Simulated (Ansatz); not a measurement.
# Direct or indirect: MgS sheet (P4/nmm)

```
S Mg
1.0
     4.43304    0.00000    0.00000
     0.00000    4.43304    0.00000
     0.00000    0.00000   17.23000
S Mg
2 2
Direct
  0.00000 0.00000 0.56464
  0.50000 0.50000 0.43536
  0.50000 0.00000 0.50000
  0.00000 0.50000 0.50000
```

Method: Ansatz, PBE, independent particles, without spin-orbit coupling, line width 0.15 eV (Gaussian). The band structure gives a fundamental gap of 3.85 eV. The spectrum of vertical transitions near the edge:

```csv
E (eV),"absorbance (%), E ∥ xy"
3.36,0.00
3.48,0.00
3.60,0.00
3.72,0.00
3.84,0.00
3.96,0.02
4.08,0.24
4.20,1.07
4.32,2.12
4.44,2.51
4.56,2.52
4.68,2.52
4.80,2.84
4.92,3.96
5.04,5.20
5.16,5.95
5.28,6.47
5.40,6.75
5.52,6.61
```

Q: Is the gap direct or indirect, and about where do vertical transitions set in?

A: Indirect, by the band path, whose least direct gap is 4.23 eV. The curves fit this: they stay near zero above 3.85 eV and rise only from about 4.2 eV, though a forbidden direct transition would look alike. Lines are broadened by 0.15 eV, which spreads the edge, and phonons, which would give weak absorption from the fundamental gap up, are left out.

Note: cells built here by substitution need not match a known phase.

[Logs are printed without paths, hosts, clocks, repeated set-up lines and the standing remarks that a program may print on its own settings, such as how far it seeks lower states.]
